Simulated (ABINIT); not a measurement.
# Beyond one shot: GaN (F-43m)

How far does self-consistency move the gap of GaN (F-43m)?

Main program and level: ABINIT 10.8.3; LDA and many-body steps on it, plane waves.

**The experiments to reproduce.**

- Gap 3.23 eV: absorption onset (direct gap at Gamma) of unexcited film, from imaginary part of dielectric function; spectroscopic ellipsometry (steady-state reference of time-resolved measurement); 300 K; film on 3C-SiC/Si(001) (“Femtosecond pump-probe absorption edge spectroscopy of cubic GaN”, 2022, arxiv:2206.02223).

Most raw output is cut from this account.

### 1. Set-up

Symmetry: F-43m, No. 216, cubic system. The conventional cell has a = 4.507 Å, b = 4.507 Å, c = 4.507 Å, α = 90.00°, β = 90.00°, γ = 90.00°. Ga has 4 N at 1.95 Å nearest. Nearest to N lie 4 Ga at 1.95 Å. Farther neighbours and most contacts between anions are not listed.

The cell and positions are those that the Materials Project relaxed with its own functionals (PBE, PBE+U or r2SCAN), kept fixed. This is not the form that GaN usually takes at ambient conditions.

### 2. Empty states on the mesh, 6×6×6 mesh, 131 bands

This step: ABINIT 10.8.3; DFT, LDA, plane waves, norm-conserving pseudopotentials.

The sums over transitions need many empty states on a uniform mesh; this step solves for them.

run.abi reads:

```
acell 3*1.0 Angstrom
rprim 
  0.000000000000 2.253500607500 2.253500607500
  2.253500607500 0.000000000000 2.253500607500
  2.253500607500 2.253500607500 0.000000000000
ntypat 2
znucl 31 7
natom 2
typat 1 2
xred 
  0.000000000000 0.000000000000 0.000000000000
  0.750000000000 0.750000000000 0.750000000000
pp_dirpath "pseudos"
pseudos "Ga.upf, N.upf"
ecut 45
ngkpt 6 6 6
nshiftk 1
shiftk 0 0 0
kptopt 1
chksymbreak 0
irdden 1
istwfk *1
nband 131
prtvol 0
optdriver 6
gwr_task "HDIAGO"
paral_kgb 0
occopt 1
indata_prefix "in"
outdata_prefix "out"
tmpdata_prefix "tmp"
```

Command:

```
$ OMP_NUM_THREADS=1 mpirun -n 8 abinit run.abi > log
```

Wall time 22 s (8 MPI ranks of Arm Neoverse V2, shared host); peak memory 2.6 GiB.

Numbers from this step:

```yaml
gap: 1.753 eV
k_of_the_valence_top: 0, 0, 0
k_of_the_conduction_bottom: 0, 0, 0
least_direct_gap: 1.753 eV
k_points_computed: 16
lowest_point_of_the_top_converged_band_above_the_valence_top: 151.9548 eV
```

On this mesh the gap is 1.753 eV.

The density comes from a self-consistent run that is not shown.

### 3. Screening, 6×6×6 mesh, 123 bands, screening to 244.9 eV

The RPA dielectric matrix is built and inverted for each q.

This step: RPA screening on LDA, plane waves, norm-conserving pseudopotentials.

run.abi, as its differences from that of step 2:

```diff
@@ -20,10 +20,11 @@
 chksymbreak 0
-irdden 1
 istwfk *1
-nband 131
-prtvol 0
-optdriver 6
-gwr_task "HDIAGO"
-paral_kgb 0
 occopt 1
+irdwfk 1
+optdriver 3
+nband 123
+ecuteps 9
+inclvkb 2
+awtr 1
+symchi 1
 indata_prefix "in"
```

It took 80 s on 8 MPI ranks; peak memory 1.9 GiB.

This step gave:

| Quantity | Value |
| --- | --- |
| ε∞ with local fields, on this mesh, along the program's q direction | 6.505 |
| the same without local fields | 6.980 |
| plasma frequency | 39.58 eV |
| plane waves in the screening matrix | 181 |

Local fields lower ε∞ by 7 %.

### 4. G0W0

The self-energy is evaluated for the states that the input lists, and the levels follow from it, in one-shot runs by the linearised quasiparticle equation.

This step: G0W0 on LDA, plane waves, norm-conserving pseudopotentials.

run.abi, as its differences from that of step 3:

```diff
@@ -23,8 +23,19 @@
 irdwfk 1
-optdriver 3
+optdriver 4
 nband 123
+gwcalctyp 0
+ecutsigx 45
+symsigma 1
+nkptgw 3
+kptgw 
+  0.0000000000 0.0000000000 0.0000000000
+  0.5000000000 0.0000000000 0.0000000000
+  0.5000000000 0.5000000000 0.0000000000
+bdgw 
+  11 17
+  12 15
+  12 15
 ecuteps 9
-inclvkb 2
-awtr 1
-symchi 1
+irdscr 1
+ppmodel 1
 indata_prefix "in"
```

Wall time 12 s (8 MPI ranks); peak memory 1.7 GiB.

This step gave:

```yaml
g0w0_gap_on_the_points_computed: 2.928 eV
starting_gap_on_the_mesh: 1.753 eV
k_of_the_valence_top: 0, 0, 0
k_of_the_conduction_bottom: 0, 0, 0
z_at_the_valence_top: 0.794
z_at_the_conduction_bottom: 0.821
least_direct_g0w0_gap_on_the_computed_points: 2.928 eV
```

The gap on the mesh goes from 1.75 eV to 2.93 eV, a correction of +1.18 eV.

### 5. evGW0, cycle 1

This step: evGW0 on LDA, plane waves, norm-conserving pseudopotentials.

run.abi, as its differences from that of step 4:

```diff
@@ -25,14 +25,40 @@
 nband 123
-gwcalctyp 0
+gwcalctyp 10
 ecutsigx 45
 symsigma 1
-nkptgw 3
+nkptgw 16
 kptgw 
   0.0000000000 0.0000000000 0.0000000000
+  0.1666666667 0.0000000000 0.0000000000
+  0.3333333333 0.0000000000 0.0000000000
   0.5000000000 0.0000000000 0.0000000000
+  0.1666666667 0.1666666667 0.0000000000
+  0.3333333333 0.1666666667 0.0000000000
+  0.5000000000 0.1666666667 0.0000000000
+  -0.3333333333 0.1666666667 0.0000000000
+  -0.1666666667 0.1666666667 0.0000000000
+  0.3333333333 0.3333333333 0.0000000000
+  0.5000000000 0.3333333333 0.0000000000
+  -0.3333333333 0.3333333333 0.0000000000
   0.5000000000 0.5000000000 0.0000000000
+  0.5000000000 0.3333333333 0.1666666667
+  -0.3333333333 0.3333333333 0.1666666667
+  -0.3333333333 0.5000000000 0.1666666667
 bdgw 
-  11 17
-  12 15
-  12 15
+  11 18
+  11 18
+  11 18
+  11 18
+  11 18
+  11 18
+  11 18
+  11 18
+  11 18
+  11 18
+  11 18
+  11 18
+  11 18
+  11 18
+  11 18
+  11 18
 ecuteps 9
```

It took 4.2 min on 8 MPI ranks; peak memory 2.6 GiB.

This step gave:

```
quasiparticle gap on the mesh                         : 3.212 eV
gap of the density functional on the mesh             : 1.753 eV
k of the valence top                                  : 0, 0, 0
k of the conduction bottom                            : 0, 0, 0
Z at the valence top                                  : 0.794
Z at the conduction bottom                            : 0.821
least direct quasiparticle gap on the computed points : 3.212 eV
```

Against G0W0 in ABINIT (6×6×6 mesh, 123 bands, screening to 244.9 eV, Godby-Needs plasmon pole), the gap moves by +0.284 eV. This first cycle still uses the starting levels; it takes the full correction, at all points of the mesh, and its linearised value is 2.928 eV.

### 6. evGW0, cycle 2

The corrected levels of the last cycle go back in.

run.abi, as its differences from that of step 5:

```diff
@@ -66,2 +66,3 @@
 ppmodel 1
+irdqps 1
 indata_prefix "in"
```

Elapsed: 4.2 min, on 8 MPI ranks; peak memory 2.6 GiB; 34 min of CPU time.

This step gave:

```
quasiparticle gap on the mesh                         : 3.085 eV
gap of the density functional on the mesh             : 1.753 eV
k of the valence top                                  : 0, 0, 0
k of the conduction bottom                            : 0, 0, 0
least direct quasiparticle gap on the computed points : 3.085 eV
```

Against the cycle before, the gap moves by −0.127 eV.

### 7. evGW0, cycle 3

run.abi is that of step 6.

Elapsed: 4.2 min, on 8 MPI ranks; peak memory 2.6 GiB; 34 min of CPU time.

This step gave:

| Item | Value |
| --- | --- |
| quasiparticle gap on the mesh | 3.094 eV |
| gap of the density functional on the mesh | 1.753 eV |
| k of the valence top | 0, 0, 0 |
| k of the conduction bottom | 0, 0, 0 |
| least direct quasiparticle gap on the computed points | 3.094 eV |

Against the cycle before, the gap moves by +0.009 eV.

### 8. Screening, 6×6×6 mesh, 123 bands, screening to 244.9 eV

This step: RPA screening on LDA, plane waves, norm-conserving pseudopotentials.

run.abi reads:

```
acell 3*1.0 Angstrom
rprim 
  0.000000000000 2.253500607500 2.253500607500
  2.253500607500 0.000000000000 2.253500607500
  2.253500607500 2.253500607500 0.000000000000
ntypat 2
znucl 31 7
natom 2
typat 1 2
xred 
  0.000000000000 0.000000000000 0.000000000000
  0.750000000000 0.750000000000 0.750000000000
pp_dirpath "pseudos"
pseudos "Ga.upf, N.upf"
ecut 45
ngkpt 6 6 6
nshiftk 1
shiftk 0 0 0
kptopt 1
chksymbreak 0
istwfk *1
occopt 1
irdwfk 1
optdriver 3
nband 123
ecuteps 9
inclvkb 2
awtr 1
symchi 1
gwcalctyp 10
mbpt_sciss 1.664 eV
nqptdm 1
qptdm 
  0 0 0
indata_prefix "in"
outdata_prefix "out"
tmpdata_prefix "tmp"
```

The job ended after 5.2 s (8 MPI ranks; peak memory 1.2 GiB).

Numbers from this step:

```
ε∞ with local fields, on this mesh, along the program's q direction : 5.249
the same without local fields                                       : 5.584
plasma frequency                                                    : 39.58 eV
plane waves in the screening matrix                                 : 181
```

This screening uses the functional's bands under a rigid shift, the mean opening of the cycle before.

### 9. Screening, 6×6×6 mesh, 123 bands, screening to 244.9 eV

This step: RPA screening on LDA from quasiparticle energies, plane waves, norm-conserving pseudopotentials.

run.abi, as its differences from that of step 8:

```diff
@@ -29,7 +29,21 @@
 symchi 1
+irdqps 1
 gwcalctyp 10
-mbpt_sciss 1.664 eV
-nqptdm 1
+nqptdm 15
 qptdm 
-  0 0 0
+  0.1666666667 0.0000000000 0.0000000000
+  0.3333333333 0.0000000000 0.0000000000
+  0.5000000000 0.0000000000 0.0000000000
+  0.1666666667 0.1666666667 0.0000000000
+  0.3333333333 0.1666666667 0.0000000000
+  0.5000000000 0.1666666667 0.0000000000
+  -0.3333333333 0.1666666667 0.0000000000
+  -0.1666666667 0.1666666667 0.0000000000
+  0.3333333333 0.3333333333 0.0000000000
+  0.5000000000 0.3333333333 0.0000000000
+  -0.3333333333 0.3333333333 0.0000000000
+  0.5000000000 0.5000000000 0.0000000000
+  0.5000000000 0.3333333333 0.1666666667
+  -0.3333333333 0.3333333333 0.1666666667
+  -0.3333333333 0.5000000000 0.1666666667
 indata_prefix "in"
```

mrgscr.stdin reads:

```
2
merged
q0_SCR
out_SCR
1
```

Command:

```
$ OMP_NUM_THREADS=1 mpirun -n 8 abinit run.abi > log; mrgscr < mrgscr.stdin
```

Elapsed: 81 s, on 8 MPI ranks; peak memory 1.9 GiB.

Numbers from this step:

```
plasma frequency                    : 39.58 eV
plane waves in the screening matrix : 181
```

This screening reads the quasiparticle levels of the cycle before.

### 10. evGW, cycle 1

This step: evGW on LDA, plane waves, norm-conserving pseudopotentials.

run.abi, as its differences from that of step 9:

```diff
@@ -23,12 +23,10 @@
 irdwfk 1
-optdriver 3
+optdriver 4
 nband 123
-ecuteps 9
-inclvkb 2
-awtr 1
-symchi 1
-irdqps 1
 gwcalctyp 10
-nqptdm 15
-qptdm 
+ecutsigx 45
+symsigma 1
+nkptgw 16
+kptgw 
+  0.0000000000 0.0000000000 0.0000000000
   0.1666666667 0.0000000000 0.0000000000
@@ -48,2 +46,23 @@
   -0.3333333333 0.5000000000 0.1666666667
+bdgw 
+  11 18
+  11 18
+  11 18
+  11 18
+  11 18
+  11 18
+  11 18
+  11 18
+  11 18
+  11 18
+  11 18
+  11 18
+  11 18
+  11 18
+  11 18
+  11 18
+ecuteps 9
+irdscr 1
+ppmodel 1
+irdqps 1
 indata_prefix "in"
```

Command:

```
$ OMP_NUM_THREADS=1 mpirun -n 8 abinit run.abi > log
```

Run time: 4.2 min. Hardware: 8 MPI ranks; peak memory 2.6 GiB.

This step gave:

```yaml
quasiparticle_gap_on_the_mesh: 3.368 eV
gap_of_the_density_functional_on_the_mesh: 1.753 eV
k_of_the_valence_top: 0, 0, 0
k_of_the_conduction_bottom: 0, 0, 0
least_direct_quasiparticle_gap_on_the_computed_points: 3.368 eV
```

Against G0W0 in ABINIT (6×6×6 mesh, 123 bands, screening to 244.9 eV, Godby-Needs plasmon pole), the gap moves by +0.440 eV.

### 11. Screening, 6×6×6 mesh, 123 bands, screening to 244.9 eV

This step: RPA screening on LDA, plane waves, norm-conserving pseudopotentials.

run.abi reads:

```
acell 3*1.0 Angstrom
rprim 
  0.000000000000 2.253500607500 2.253500607500
  2.253500607500 0.000000000000 2.253500607500
  2.253500607500 2.253500607500 0.000000000000
ntypat 2
znucl 31 7
natom 2
typat 1 2
xred 
  0.000000000000 0.000000000000 0.000000000000
  0.750000000000 0.750000000000 0.750000000000
pp_dirpath "pseudos"
pseudos "Ga.upf, N.upf"
ecut 45
ngkpt 6 6 6
nshiftk 1
shiftk 0 0 0
kptopt 1
chksymbreak 0
istwfk *1
occopt 1
irdwfk 1
optdriver 3
nband 123
ecuteps 9
inclvkb 2
awtr 1
symchi 1
gwcalctyp 10
mbpt_sciss 1.998 eV
nqptdm 1
qptdm 
  0 0 0
indata_prefix "in"
outdata_prefix "out"
tmpdata_prefix "tmp"
```

Run time: 5.7 s. Hardware: 8 MPI ranks; peak memory 1.2 GiB; 44 s of CPU time.

This step gave:

| Quantity | Value |
| --- | --- |
| ε∞ with local fields, on this mesh, along the program's q direction | 5.082 |
| the same without local fields | 5.398 |
| plasma frequency | 39.58 eV |
| plane waves in the screening matrix | 181 |

This screening uses the functional's bands under a rigid shift, the mean opening of the cycle before.

### 12. Screening, 6×6×6 mesh, 123 bands, screening to 244.9 eV

This step: RPA screening on LDA from quasiparticle energies, plane waves, norm-conserving pseudopotentials.

run.abi, as its differences from that of step 11:

```diff
@@ -29,7 +29,21 @@
 symchi 1
+irdqps 1
 gwcalctyp 10
-mbpt_sciss 1.998 eV
-nqptdm 1
+nqptdm 15
 qptdm 
-  0 0 0
+  0.1666666667 0.0000000000 0.0000000000
+  0.3333333333 0.0000000000 0.0000000000
+  0.5000000000 0.0000000000 0.0000000000
+  0.1666666667 0.1666666667 0.0000000000
+  0.3333333333 0.1666666667 0.0000000000
+  0.5000000000 0.1666666667 0.0000000000
+  -0.3333333333 0.1666666667 0.0000000000
+  -0.1666666667 0.1666666667 0.0000000000
+  0.3333333333 0.3333333333 0.0000000000
+  0.5000000000 0.3333333333 0.0000000000
+  -0.3333333333 0.3333333333 0.0000000000
+  0.5000000000 0.5000000000 0.0000000000
+  0.5000000000 0.3333333333 0.1666666667
+  -0.3333333333 0.3333333333 0.1666666667
+  -0.3333333333 0.5000000000 0.1666666667
 indata_prefix "in"
```

mrgscr.stdin is that of step 9.

Command:

```
$ OMP_NUM_THREADS=1 mpirun -n 8 abinit run.abi > log; mrgscr < mrgscr.stdin
```

Run time: 80 s. Hardware: 8 MPI ranks; peak memory 1.9 GiB.

This step gave:

| Item | Value |
| --- | --- |
| plasma frequency | 39.58 eV |
| plane waves in the screening matrix | 181 |

This screening reads the quasiparticle levels of the cycle before.

### 13. evGW, cycle 2

This step: evGW on LDA, plane waves, norm-conserving pseudopotentials.

run.abi, as its differences from that of step 12:

```diff
@@ -23,12 +23,10 @@
 irdwfk 1
-optdriver 3
+optdriver 4
 nband 123
-ecuteps 9
-inclvkb 2
-awtr 1
-symchi 1
-irdqps 1
 gwcalctyp 10
-nqptdm 15
-qptdm 
+ecutsigx 45
+symsigma 1
+nkptgw 16
+kptgw 
+  0.0000000000 0.0000000000 0.0000000000
   0.1666666667 0.0000000000 0.0000000000
@@ -48,2 +46,23 @@
   -0.3333333333 0.5000000000 0.1666666667
+bdgw 
+  11 18
+  11 18
+  11 18
+  11 18
+  11 18
+  11 18
+  11 18
+  11 18
+  11 18
+  11 18
+  11 18
+  11 18
+  11 18
+  11 18
+  11 18
+  11 18
+ecuteps 9
+irdscr 1
+ppmodel 1
+irdqps 1
 indata_prefix "in"
```

Command:

```
$ OMP_NUM_THREADS=1 mpirun -n 8 abinit run.abi > log
```

It took 4.3 min on 8 MPI ranks; peak memory 2.6 GiB.

Numbers from this step:

| Property | Result |
| --- | --- |
| quasiparticle gap on the mesh | 3.396 eV |
| gap of the density functional on the mesh | 1.753 eV |
| k of the valence top | 0, 0, 0 |
| k of the conduction bottom | 0, 0, 0 |
| least direct quasiparticle gap on the computed points | 3.396 eV |

Against the cycle before, the gap moves by +0.028 eV.

(Part 1 of 2 ends here.)

[Paths, hosts, dates, memory and timing lines, banners, echoed tables and standing remarks are left out of the program output.]

[Logs are printed without paths, hosts, clocks, repeated set-up lines and the standing remarks that a program may print on its own settings, such as how far it seeks lower states.]

[Runs of the session that timed out or met a known fault of the program may be left out.]

[Hosts, paths, dates, database ids (printed as entryN), source tags and the programs' standing remarks are cut or masked in the printed files.]

[G0W0 gaps are taken among the corrected bands and points alone; a level outside them can change the order at an edge.]

[Where Ansatz stands beside ABINIT at settings called matched, ABINIT's density can come from a denser mesh and the files from another edition; pairs whose starting gaps differed by over 0.03 eV were left out, so agreement reads better than it is.]
